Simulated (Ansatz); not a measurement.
# Tc of NiGe (Pnma) from its phonons

Wanted: λ, ω_log and Tc of NiGe (Pnma). The cell shown first is a relaxed one, from steps not shown here.

Program: Ansatz 0.2.0. Level of theory: DFT PBE, scalar-relativistic, plane waves, PAW; PAW set soft_1. Results are calculated unless marked as measured.

## Step 1: The cell after earlier relaxation steps

The structure is orthorhombic, space group Pnma (No. 62). Conventional cell: a = 5.406 Å, b = 3.489 Å, c = 5.821 Å, α = 90.00°, β = 90.00°, γ = 90.00°. Nearest to Ni lie 6 Ge at 2.35 to 2.52 Å. Ge has 6 Ni at 2.35 to 2.52 Å nearest. Farther neighbours are not listed.

## Step 2: Coupling and resistivity: q 2×2×1, k 4×6×4, scattering 8×12×8

The run that gives the couplings also evaluates McMillan's and Allen and Dynes's formulas and, where asked, the Eliashberg equations, over a range of μ*.

The input, input.yaml:

```yaml
crystal:
  lattice:
    - [5.4055369052, 0.0, 0.0]
    - [0.0, 3.4890738751, 0.0]
    - [0.0, 0.0, 5.8209700257]
  atoms:
    - { symbol: Ni, position: [0.9942053144, 0.75, 0.1899258245] }
    - { symbol: Ni, position: [0.0057946856, 0.25, 0.8100741755] }
    - { symbol: Ni, position: [0.5057946856, 0.25, 0.6899258245] }
    - { symbol: Ni, position: [0.4942053144, 0.75, 0.3100741755] }
    - { symbol: Ge, position: [0.8097817836, 0.75, 0.5883511137] }
    - { symbol: Ge, position: [0.1902182164, 0.25, 0.4116488863] }
    - { symbol: Ge, position: [0.6902182164, 0.25, 0.0883511137] }
    - { symbol: Ge, position: [0.3097817836, 0.75, 0.9116488863] }
kpoints:
  mp_grid: { grid: [4, 6, 4] }
hamiltonian:
  xc: pbe
  pseudopotentials: { kind: paw, azcp: { folder: soft_1 } }
scf:
  occupations: { method: methfessel_paxton, width: 0.2 }
output:
  eigenvalues: true
phonons:
  method: dfpt
  qmesh: [2, 2, 1]
  temperatures: { t_max: 1000, t_step: 50 }
  qpath:
    path:
      - [[0.0, 0.0, 0.0], [0.5, 0.0, 0.0], [0.5, 0.5, 0.0], [0.0, 0.5, 0.0], [0.0, 0.0, 0.0], [0.0, 0.0, 0.5], [0.5, 0.0, 0.5], [0.5, 0.5, 0.5], [0.0, 0.5, 0.5], [0.0, 0.0, 0.5]]
      - [[0.5, 0.0, 0.0], [0.5, 0.0, 0.5]]
    npoints: 6
  electrical_resistivity:
    mesh: [8, 12, 8]
    temperatures: [20.0, 50.0, 80.0, 100.0, 150.0, 200.0, 273.0, 300.0, 400.0, 500.0, 600.0, 800.0]
  superconductivity: { mesh: [8, 12, 8] }
```

Run with:

```
> ansatz run input.yaml --threads 16 --pin off --max-ram 92160MiB --backend cuda --events-out ev --progress --plain --runs-dir out --max-vram 78GiB
```

The runs that follow: resistivity: q 2×3×2, k 6×9×6, scattering 8×12×8; resistivity: q 3×4×2, k 6×12×6, scattering 12×16×12. Settings of the main run: cutoff 420 eV, 6×12×6 k-mesh, Methfessel-Paxton occupations, smearing width 0.2 eV, 12×16×12 scattering mesh, 3×4×2 q-mesh, PAW set soft 1.

Before running: what should come out for the coupling constant λ?

In the last run (PBE, q 3×4×2, k 6×12×6, scattering 12×16×12), with λ = 0.22 and ħω_log = 16.6 meV, Tc at μ* = 0.13 is under 1 mK by the formulas. In that run Allen and Dynes's formula gives no transition above 0.05 K at μ* = 0.10 or more. By the run's own test λ is not converged in the fine mesh: it moves by 6 % between the two finest.

```
coupling constant λ           : 0.222
log mean phonon energy ħω_log : 16.6 meV
Allen–Dynes Tc at μ* = 0.1    : 0.00122 K
```

The run's transport test calls it not converged in the mesh; ρ(300 K) moves by 10 % in the component that moves most. The runs are not spin-polarised; where the real material orders magnetically, these values do not describe it. Over the runs, λ takes the values 0.211, 0.218 and 0.222, in the order shown. μ* is a typed number, phonons are harmonic, and spin fluctuations are left out; with λ this near or under μ*(1 + 0.62 λ), the formulas give Tc only to its order of magnitude, or none.

[Logs are printed without paths, hosts, clocks, repeated set-up lines and the standing remarks that a program may print on its own settings, such as how far it seeks lower states.]

[Hosts, paths, dates, database ids (printed as entryN), source tags and the programs' standing remarks are cut or masked in the printed files.]
